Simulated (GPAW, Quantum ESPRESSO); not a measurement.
# B K ELNES/XANES of BAs (F-43m) from DFT, part 4 of 4

Do two independent programs agree on the B K edge of BAs (F-43m)? The same cell and functional are run with XSpectra and with GPAW.

Quantum ESPRESSO 7.5 and GPAW 26.7.0; core-hole supercells, plane-wave PAW PBE.

So far. Step 12 (Ground state of the crystal (GPAW)): The mesh shows a gap of 1.23 eV, so the hole is first treated in a charged cell, without the excited electron. Step 13 (Spectrum without a core hole, B atom 2 (GPAW)): Main maxima below 24 eV (height): 2.5 eV (1.43), 4.6 eV (1.56), 6.1 eV (1.64), 10.6 eV (1.60), 14.8 eV (0.98) and 23.2 eV (0.81). 

### Step 15. Spectrum with FCH, B atom 2 (GPAW)

Level of this step: X-ray absorption from dipole matrix elements to empty bands, plane-wave PAW PBE (GPAW).

The holes are 6.8 Å apart. The excited electron is left out and a uniform background balances the charge. After the field has converged, empty bands are computed with the density fixed and the dipole matrix elements are summed.

The input, xas.py:

```python
import numpy as np
from ase import Atoms
from ase.parallel import parprint, paropen
from gpaw import GPAW, PW, FermiDirac, Mixer, MixerDif, setup_paths
from gpaw.test import gen
setup_paths.insert(0, '.')
gen('B', name='fch1s', xcname='PBE', corehole=(1, 0, 1), write_xml=True)
from gpaw.mpi import world
world.barrier()

atoms = Atoms('As8B8',
    cell=[[0, 4.777, 4.777],
     [4.777, 0, 4.777],
     [4.777, 4.777, 0]],
    scaled_positions=[[0.375, 0.375, 0.375],
     [0.375, 0.375, 0.875],
     [0.375, 0.875, 0.375],
     [0.875, 0.375, 0.375],
     [0.375, 0.875, 0.875],
     [0.875, 0.375, 0.875],
     [0.875, 0.875, 0.375],
     [0.875, 0.875, 0.875],
     [0, 0, 0],
     [0, 0, 0.5],
     [0, 0.5, 0],
     [0.5, 0, 0],
     [0, 0.5, 0.5],
     [0.5, 0, 0.5],
     [0.5, 0.5, 0],
     [0.5, 0.5, 0.5]],
    pbc=True)
atoms.calc = calc = GPAW(legacy_gpaw=True, mode=PW(500, force_complex_dtype=True), xc='PBE', setups={8: 'fch1s'},
    kpts={'size': (3, 3, 3), 'gamma': True}, occupations=FermiDirac(0.02),
    charge=0, mixer=Mixer(0.1, 5, 50), maxiter=150,
    convergence={'density': 0.0001, 'eigenstates': 1e-6}, txt='scf.txt')
energy = atoms.get_potential_energy() + calc.get_reference_energy()
ef = calc.get_fermi_level()
out = dict(energy=energy, fermi=ef, forces=atoms.get_forces().tolist())
parprint(f'all-electron energy {energy:.4f} eV, Fermi level {ef:.4f} eV')
ev = np.array([[calc.get_eigenvalues(k, s) for k in range(len(calc.get_ibz_k_points()))] for s in range(calc.get_number_of_spins())])
out['homo'], out['lumo'], out['counts'] = ev[ev < ef].max(), ev[ev > ef].min(), sorted(set((ev < ef).sum((0, 2)).tolist()))
out['filled'] = (ev[:, 0] < ef).sum(1).tolist()

from ase.units import Ha
from gpaw.xas import dipole_matrix_elements
nb = int(calc.get_number_of_electrons() / 2) + 132
top, nb = nb, nb + 8 + nb // 12
nscf = calc.fixed_density(kpts={'size': (4, 4, 4), 'gamma': True}, nbands=nb,
    convergence={'bands': top, 'eigenstates': 5e-3}, maxiter=60, txt='nscf.txt')
cell = atoms.cell.array
ops = [cell.T @ U.T @ np.linalg.inv(cell.T) for U in nscf.wfs.kd.symmetry.op_scc]
filled = [32]  # bands filled in the ground state, by spin
E = np.arange(-6, 34, 0.1)
fwhm = np.interp(E, [4, 25], [0.9, 3.5])
Y, X, zero, highest = 0, 0, 1e9, 1e9
for spin in range(nscf.get_number_of_spins()):
    wfs = nscf.wfs
    mine = wfs.bd.get_slice()  # this rank's bands
    A = dipole_matrix_elements(wfs.setups[8])
    eps = np.zeros((wfs.kd.nibzkpts, nb))
    d = np.zeros((3, A.shape[1], wfs.kd.nibzkpts, nb), complex)
    for kpt in wfs.kpt_u:
        if kpt.s == spin and 8 in kpt.P_ani:
            eps[kpt.k, mine] = kpt.eps_n * Ha
            d[:, :, kpt.k, mine] = (kpt.weight * wfs.nspins / 2) ** 0.5 * np.inner(A, kpt.P_ani[8])
    world.sum(eps)
    world.sum(d)
    T = np.einsum('amkn,bmkn->abkn', d, d.conj()).real
    T = sum(np.einsum('ai,ijkn,bj->abkn', R, T, R) for R in ops) / len(ops)
    empty = np.ones_like(eps, bool) & (np.arange(nb) >= filled[spin])
    zero, highest = min(zero, eps[empty].min()), min(highest, eps[:, top - 1].min())
    lines = [(eps, T, empty)] if spin == 0 else lines + [(eps, T, empty)]
for eps, T, empty in lines:
    f = np.einsum('aakn->akn', T).reshape(3, -1)
    x = eps.ravel() - zero
    w = np.interp(x, E, fwhm) / 2.35482
    g = np.exp(-0.5 * ((E[:, None] - x) / w) ** 2) / (w * (2 * np.pi) ** 0.5)
    Y = Y + (f * empty.ravel()) @ g.T
    X = X + (f * ~empty.ravel()) @ g.T
out.update(E=E.round(2).tolist(), xas=Y.tolist(), xes=X.tolist(), zero=zero, valid=highest - zero, nk=len(eps), nb=nb)
for i in range(0, len(E), 10):
    parprint(f'{E[i]:7.2f}', *(f'{v:10.3e}' for v in Y[:, i]))
import json
with paropen('out.json', 'w') as f:
    json.dump(out, f)
```

On the command line:

```console
> OMP_NUM_THREADS=1 mpirun -n 4 gpaw python xas.py
```

Numbers of over 12 decimals in the logs are rounded to 6 here.

The log of the run:

```text
Input parameters:
  convergence: {density: 0.0001,
                eigenstates: 1e-06}
  kpts: {gamma: True,
         size: (3, 3, 3)}
  maxiter: 150
  mixer: {backend: pulay,
          beta: 0.1,
          method: separate,
          nmaxold: 5,
          weight: 50}
  mode: {ecut: 500.0,
         force_complex_dtype: True,
         name: pw}
  occupations: {fixmagmom: False,
                name: fermi-dirac,
                width: 0.02}
  setups: {8: fch1s}
  xc: PBE

Initialize ...

[... PAW data sets ...]

Reference energy: -497172.631001  # eV

Spin-paired calculation

[... convergence settings ...]
Symmetries present (total): 24
  [... symmetry matrices ...]

27 k-points: 3 x 3 x 3 Monkhorst-Pack grid
4 k-points in the irreducible part of the Brillouin zone
       k-points in crystal coordinates                weights
   0:     0.00000000    0.00000000    0.00000000          1/27
   1:     0.33333333    0.33333333   -0.33333333         12/27
   2:     0.33333333    0.33333333    0.00000000          6/27
   3:     0.33333333    0.33333333    0.33333333          8/27

Wave functions: Plane wave expansion
  Cutoff energy: 500.000 eV
  Number of coefficients (min, max): 5514, 5577
  Pulay-stress correction: 0.000000 eV/Ang^3 (de/decut=0.000000)
  Using FFTW library
  Wavefunction extrapolation:
    Improved wavefunction reuse through dual PAW basis

Occupation numbers: Fermi-Dirac:
  width: 0.0200  # eV

Eigensolver
   Davidson(niter=2)

Densities:
  Coarse grid: 35*35*35 grid
  Fine grid: 70*70*70 grid
  Total Charge: 1.000000

Density mixing:
  Method: separate
  Backend: pulay
  Linear mixing parameter: 0.1
  old densities: 5
  Width of damping distribution: 1.1
  Damping of long wavelength oscillations: 50

[... Hamiltonian set-up ...]
Number of atoms: 16
Number of atomic orbitals: 64
Number of bands in calculation: 43
Number of valence electrons: 64
Bands to converge: occupied

... initialized

Initializing position-dependent things.

Density initialized from atomic densities
Creating initial wave functions:
  43 bands from LCAO basis set

                                 As
                          As

                           As
                    As         As

                      B As
                          As
              B
                B As

         B          B
             B

              B
       B

Atomic positions and initial magnetic moments

Positions:
   0 As     3.582750    3.582750    3.582750    ( 0.0000,  0.0000,  0.0000)
   1 As     5.971250    5.971250    3.582750    ( 0.0000,  0.0000,  0.0000)
   2 As     5.971250    3.582750    5.971250    ( 0.0000,  0.0000,  0.0000)
   3 As     3.582750    5.971250    5.971250    ( 0.0000,  0.0000,  0.0000)
   4 As     8.359750    5.971250    5.971250    ( 0.0000,  0.0000,  0.0000)
   5 As     5.971250    8.359750    5.971250    ( 0.0000,  0.0000,  0.0000)
   6 As     5.971250    5.971250    8.359750    ( 0.0000,  0.0000,  0.0000)
[...]
13 B      2.388500    4.777000    2.388500    ( 0.0000,  0.0000,  0.0000)
  14 B      2.388500    2.388500    4.777000    ( 0.0000,  0.0000,  0.0000)
  15 B      4.777000    4.777000    4.777000    ( 0.0000,  0.0000,  0.0000)

Unit cell:
           periodic     x           y           z      points  spacing
  1. axis:    yes    0.000000    4.777000    4.777000    35     0.1576
  2. axis:    yes    4.777000    0.000000    4.777000    35     0.1576
  3. axis:    yes    4.777000    4.777000    0.000000    35     0.1576

  Lengths:   6.755698   6.755698   6.755698
  Angles:   60.000000  60.000000  60.000000

Effective grid spacing dv^(1/3) = 0.1720

iter:   1  -125.163081
iter:   2  -118.173775   -1.42  -0.67
iter:   3  -112.961154   -1.16  -0.74
iter:   4  -112.396735   -1.58  -0.99
iter:   5  -112.307909   -1.77  -1.20
iter:   6  -112.306710   -2.76  -1.48
iter:   7  -112.281775c  -3.13  -1.92
iter:   8  -112.283385c  -3.02  -2.18
iter:   9  -112.276028c  -3.81  -2.29
iter:  10  -112.275901c  -5.05  -2.72
iter:  11  -112.275508c  -4.76  -2.79
iter:  12  -112.275426c  -5.60  -3.06
iter:  13  -112.275410c  -5.95  -3.22
iter:  14  -112.275400c  -6.54c -3.34
iter:  15  -112.275395c  -6.64c -3.53
iter:  16  -112.275393c  -7.30c -3.80
iter:  17  -112.275391c  -7.19c -3.94
iter:  18  -112.275391c  -8.47c -4.31c

Converged after 18 iterations.

Dipole moment: (32.872794, 32.872794, 32.872794) |e|*Ang

Energy contributions relative to reference atoms: (reference = -497172.631001)

Kinetic:       +117.580999
Potential:     -124.477299
External:        +0.000000
XC:            -105.334303
Entropy (-ST):   -0.000000
Local:           -0.044787
SIC:             +0.000000
--------------------------
Free energy:   -112.275391
Extrapolated:  -112.275391

Showing only first 2 kpts
 Kpt  Band  Eigenvalues  Occupancy
  0    30      7.89349    2.00000
  0    31      7.89350    2.00000
  0    32      8.41457    0.00001
  0    33      9.37979    0.00000

  1    30      5.53645    2.00000
  1    31      7.02351    2.00000
  1    32      9.59472    0.00000
[...]
Fermi level: 8.16502

Gap: 0.521 eV
Transition (v -> c):
  (s=0, k=0, n=31, [0.00, 0.00, 0.00]) -> (s=0, k=0, n=32, [0.00, 0.00, 0.00])
No difference between direct/indirect transitions

Forces in eV/Ang:
  0 As    0.12264    0.12264    0.12264
  1 As   -0.12264   -0.12264    0.12264
  2 As   -0.12264    0.12264   -0.12264
  3 As    0.12264   -0.12264   -0.12264
  4 As   -0.08376    0.08376    0.08376
  5 As    0.08376   -0.08376    0.08376
  6 As    0.08376    0.08376   -0.08376
[...]
13 B     0.00000   -0.57270   -0.00000
 14 B     0.00000   -0.00000   -0.57270
 15 B     0.00000   -0.00000    0.00000
Scalar-relativistic atomic PBE calculation for B (Boron, Z=5)
Core hole in 1s state (1s occupation: 1.0)
300 radial gridpoints.
|------------------------------------------------|
|------------------------------------------------|
[... the atom generator's iteration count ...]

Energy contributions:
-------------------------
Kinetic:      +16.923827
XC:            -2.446370
Potential:    -31.470903
-------------------------
Total:        -16.993446

state      eigenvalue         ekin         rmax
-----------------------------------------------
1s^1.0 :    -8.619813    12.014061        0.202
2s^2.0 :    -0.872538     1.686908        1.272
2p^1.0 :    -0.649578     1.535951        1.118
-----------------------------------------------
(units: Bohr and Hartree)

Generating PAW setup
Kinetic energy of the core from tauc = 12.018096
Cutoffs:
rc(s)=1.200
rc(p)=1.200
rc(d)=1.200
rc(vbar)=1.080
rc(comp)=1.200
rc(nct)=1.200

Kinetic energy of the core states: 12.014061
Charge: 1.0
Core electrons: 1.0
Valence electrons: 3.0
Pseudo-core charge: 0.035742
Shape function alpha=6.944
Pseudo-electron charge 3.043936
state    eigenvalue         norm
--------------------------------
2s(2) :    -0.872538     1.031866
*s    :     0.127462
2p(1) :    -0.649578     0.944462
*p    :     0.350422
*d    :     0.000000
--------------------------------

Diagonalizing with gridspacing h=0.050

state   all-electron     PAW
-------------------------------
2s:      -0.872538    -0.873275
2p:      -0.649578    -0.650581
*d:                   -0.077574
*f:                   -0.014711
-------------------------------
all-electron energy -497284.9064 eV, Fermi level 8.1650 eV
[...]
31.00  2.546e-04  2.546e-04  2.546e-04
  32.00  2.331e-04  2.331e-04  2.331e-04
  33.00  2.096e-04  2.096e-04  2.096e-04
```

Elapsed: 31 s, on 4 MPI ranks of AMD EPYC 9R14 (Zen 4), shared host; peak memory 0.4 GiB.

The B K spectrum, B atom 2, full core hole (charged cell) (energy from the lowest empty level; intensity scaled to a mean of 1 over the first 20 eV):

```
E (eV)  intensity
 -2.00       0.00
 -1.25       0.00
 -0.50       0.02
  0.25       0.58
  1.00       1.90
  1.75       1.36
  2.50       1.79
  3.25       1.82
  4.00       2.85
  4.75       1.92
  5.50       0.94
  6.25       0.95
  7.00       1.12
  7.75       1.44
  8.50       1.07
  9.25       0.81
 10.00       0.99
 10.75       1.00
 11.50       0.74
 12.25       0.46
 13.00       0.45
 13.75       0.63
 14.50       0.76
 15.25       0.69
 16.00       0.51
 16.75       0.36
 17.50       0.32
 18.25       0.36
 19.00       0.43
 19.75       0.51
 20.50       0.59
 21.25       0.66
 22.00       0.71
 22.75       0.70
 23.50       0.66
 24.25       0.61
 25.00       0.60
 25.75       0.62
 26.50       0.65
 27.25       0.65
 28.00       0.63
```

Main maxima below 24 eV (height): 1.0 eV (1.90), 2.8 eV (1.88), 4.1 eV (2.90), 7.8 eV (1.45), 10.4 eV (1.03) and 14.6 eV (0.76). 

The hole costs E(hole) − E(ground) = 185.80 eV, and the lowest empty level of the hole cell on the spectrum's mesh lies at 8.41 eV, which puts the zero at 194.22 eV. With the free-atom term of -5.59 eV for this edge, the photon energy is 188.63 eV.

### Step 16. Excitation energy, B atom 2 (GPAW)

With the excited electron kept in the cell the system stays neutral, and the energy difference is an excitation energy by itself. In a small cell that electron takes up a good share of the lowest empty band, or all of one, which shifts the value from the true onset.

Changed against the first core-hole run: core hole to XCH, with the smearing that suits a partly filled band.

The input, scf.py:

```python
import numpy as np
from ase import Atoms
from ase.parallel import parprint, paropen
from gpaw import GPAW, PW, FermiDirac, Mixer, MixerDif, setup_paths
from gpaw.test import gen
setup_paths.insert(0, '.')
gen('B', name='fch1s', xcname='PBE', corehole=(1, 0, 1), write_xml=True)
from gpaw.mpi import world
world.barrier()

atoms = Atoms('As8B8',
    cell=[[0, 4.777, 4.777],
     [4.777, 0, 4.777],
     [4.777, 4.777, 0]],
    scaled_positions=[[0.375, 0.375, 0.375],
     [0.375, 0.375, 0.875],
     [0.375, 0.875, 0.375],
     [0.875, 0.375, 0.375],
     [0.375, 0.875, 0.875],
     [0.875, 0.375, 0.875],
     [0.875, 0.875, 0.375],
     [0.875, 0.875, 0.875],
     [0, 0, 0],
     [0, 0, 0.5],
     [0, 0.5, 0],
     [0.5, 0, 0],
     [0, 0.5, 0.5],
     [0.5, 0, 0.5],
     [0.5, 0.5, 0],
     [0.5, 0.5, 0.5]],
    pbc=True)
atoms.calc = calc = GPAW(legacy_gpaw=True, mode=PW(500, force_complex_dtype=True), xc='PBE', setups={8: 'fch1s'},
    kpts={'size': (3, 3, 3), 'gamma': True}, occupations=FermiDirac(0.04),
    charge=-1, mixer=Mixer(0.1, 5, 50), maxiter=150,
    convergence={'density': 0.0001, 'eigenstates': 1e-6}, txt='scf.txt')
energy = atoms.get_potential_energy() + calc.get_reference_energy()
ef = calc.get_fermi_level()
out = dict(energy=energy, fermi=ef, forces=atoms.get_forces().tolist())
parprint(f'all-electron energy {energy:.4f} eV, Fermi level {ef:.4f} eV')
ev = np.array([[calc.get_eigenvalues(k, s) for k in range(len(calc.get_ibz_k_points()))] for s in range(calc.get_number_of_spins())])
out['homo'], out['lumo'], out['counts'] = ev[ev < ef].max(), ev[ev > ef].min(), sorted(set((ev < ef).sum((0, 2)).tolist()))
out['filled'] = (ev[:, 0] < ef).sum(1).tolist()
import json
with paropen('out.json', 'w') as f:
    json.dump(out, f)
```

On the command line:

```console
> OMP_NUM_THREADS=1 mpirun -n 4 gpaw python scf.py
```

The log of the run:

```text
Input parameters:
  charge: -1
  convergence: {density: 0.0001,
                eigenstates: 1e-06}
  kpts: {gamma: True,
         size: (3, 3, 3)}
  maxiter: 150
  mixer: {backend: pulay,
          beta: 0.1,
          method: separate,
          nmaxold: 5,
          weight: 50}
  mode: {ecut: 500.0,
         force_complex_dtype: True,
         name: pw}
  occupations: {fixmagmom: False,
[...]
2s(2) :    -0.872538     1.031866
*s    :     0.127462
2p(1) :    -0.649578     0.944462
*p    :     0.350422
*d    :     0.000000
--------------------------------

Diagonalizing with gridspacing h=0.050

state   all-electron     PAW
-------------------------------
2s:      -0.872538    -0.873275
2p:      -0.649578    -0.650581
*d:                   -0.077574
*f:                   -0.014711
-------------------------------
all-electron energy -497275.9517 eV, Fermi level 9.1758 eV
[key lines of the parts left out:]
Converged after 17 iterations.
Dipole moment: (32.692315, 32.692315, 32.692315) |e|*Ang
Free energy:   -103.327272
Fermi level: 9.17585
```

The job ended after 10 s (4 MPI ranks; peak memory 0.29 GiB).

The total-energy difference is 194.76 eV. With the free-atom term of -5.59 eV for this edge, the photon energy is 189.17 eV.

### Step 17. The two programs side by side

The line shapes differ (Lorentzian half width 0.4 eV up to 4 eV, rising linearly to 1.75 eV at 25 eV (not a setting of the program: the run's 0.4 eV curve was folded afterwards with a further Lorentzian above 4 eV), against Gaussian full width 0.9 eV up to 4 eV, rising linearly to 3.5 eV at 25 eV), so both get a further Gaussian of 1.5 eV full width before they are compared; the Lorentzian tails remain.

```
E (eV)  XSpectra  GPAW
 -2.00      0.10  0.00
 -1.25      0.17  0.02
 -0.50      0.36  0.20
  0.25      0.79  0.77
  1.00      1.26  1.38
  1.75      1.48  1.57
  2.50      1.66  1.73
  3.25      1.90  2.04
  4.00      2.08  2.28
  4.75      1.82  1.88
  5.50      1.35  1.24
  6.25      1.15  1.03
  7.00      1.17  1.15
  7.75      1.20  1.24
  8.50      1.10  1.10
  9.25      0.96  0.94
 10.00      0.93  0.94
 10.75      0.90  0.91
 11.50      0.79  0.73
 12.25      0.65  0.54
 13.00      0.60  0.51
 13.75      0.64  0.61
 14.50      0.68  0.69
 15.25      0.65  0.65
 16.00      0.56  0.52
 16.75      0.48  0.40
 17.50      0.45  0.35
 18.25      0.46  0.37
 19.00      0.49  0.44
 19.75      0.53  0.51
 20.50      0.57  0.59
 21.25      0.62  0.65
 22.00      0.65  0.69
 22.75      0.66  0.69
 23.50      0.64  0.66
 24.25      0.62  0.62
 25.00      0.60  0.61
 25.75      0.60  0.62
 26.50      0.61  0.64
 27.25      0.62  0.64
 28.00      0.60  0.63
```

```
                                                                          XSpectra        GPAW
                                                k mesh of the spectrum       4×4×4       4×4×4
                                                           cutoff (eV)         762         500
highest intensity below 16 eV after the common broadening, eV (height)  4.0 (2.08)  4.0 (2.28)
                                    zero, corrected photon energy (eV)       188.6       188.6
                                    core time, hole field and spectrum     4.4 min     2.1 min
```

### Step 18. With and without the hole

XSpectra's curves. Both curves are counted from their own zero, so only the shift of weight within the empty states shows.

```
E (eV)  no hole   FCH
  -2.0     0.04  0.08
  -1.0     0.07  0.14
   0.0     0.15  0.43
   1.0     0.39  1.62
   2.0     1.00  1.42
   3.0     1.06  1.77
   4.0     1.22  2.38
   5.0     1.34  1.62
   6.0     1.53  1.06
   7.0     1.28  1.09
   8.0     1.43  1.65
   9.0     1.49  0.78
  10.0     1.32  1.01
  11.0     1.81  1.05
  12.0     0.80  0.56
  13.0     0.77  0.47
  14.0     0.90  0.73
  15.0     1.11  0.85
  16.0     0.86  0.54
  17.0     0.44  0.33
  18.0     0.40  0.35
  19.0     0.59  0.51
  20.0     0.49  0.46
  21.0     0.68  0.68
  22.0     0.77  0.86
  23.0     1.02  0.89
  24.0     0.89  0.68
  25.0     0.92  0.58
  26.0     0.77  0.57
  27.0     0.92  0.88
  28.0     0.79  0.75
  29.0     0.75  0.52
  30.0     0.89  0.56
  31.0     0.79  0.70
  32.0     0.70  0.55
```

With each curve scaled to its own mean, the area from −2 to 6 eV with the hole is 9.7 against 6.0, and the centre of weight from −1 to 20 eV moves by -1.7 eV: the hole pulls the absorber's empty states down.

### Step 19. Results

```
absorber and edge                                     : B K, atom 2 of the ground-state input (counted from 1)
surroundings                                          : 4 As at 2.07 Å (tetrahedral, site symmetry -43m)
highest intensity below 16 eV (XSpectra, narrow line) : 4.2 eV above the zero, height 2.48
photon energy of the zero, with the added terms       : 188.6 eV (raw 194.2 eV; uncertain by a few eV)
```

What this shows: The two programs agree closely: 8 % r.m.s. remains over the first 14 eV after a relative shift of 0.0 eV, and their photon-energy zeros differ by 0.0 eV. In XSpectra the B K edge of atom 2, with 4 As at 2.07 Å (tetrahedral, site symmetry -43m), has its highest intensity of the first 16 eV at 4.2 eV above the zero, near 193 eV in photon energy (uncertain by a few eV), 2.5 times the mean level of the first 20 eV (Lorentzian half width 0.4 eV). In XSpectra: With each curve scaled to its own mean, the area from −2 to 6 eV with the hole is 9.7 against 6.0, and the centre of weight from −1 to 20 eV moves by -1.7 eV: the hole pulls the absorber's empty states down. In GPAW: With each curve scaled to its own mean, the area from −2 to 6 eV with the hole is 10.0 against 6.4, and the centre of weight from −1 to 20 eV moves by -1.7 eV: the hole pulls the absorber's empty states down. In XSpectra the neutral-cell energy lies +0.5 eV from the charged-cell zero, a gap made of the charged-cell error and of where the added electron settles. In GPAW the neutral-cell energy lies +0.5 eV from the charged-cell zero, a gap made of the charged-cell error and of where the added electron settles. The structure is a published determination, not relaxed.

[Banner, clock and machine lines of the logs are left out without a mark of their own.]

[Logs are printed without paths, hosts, clocks, repeated set-up lines and the standing remarks that a program may print on its own settings, such as how far it seeks lower states.]

[Hosts, paths, dates, database ids (printed as entryN), source tags and the programs' standing remarks are cut or masked in the printed files.]

[Lists of maxima count a maximum above −3 eV only where it reaches 4 % of the highest in the window and stands out from its surroundings by 2 % of it (1.5 % where it reaches 55 %); shoulders and weaker maxima are passed over, and of the rest the first, up to two pre-edge ones and the few strongest are named.]
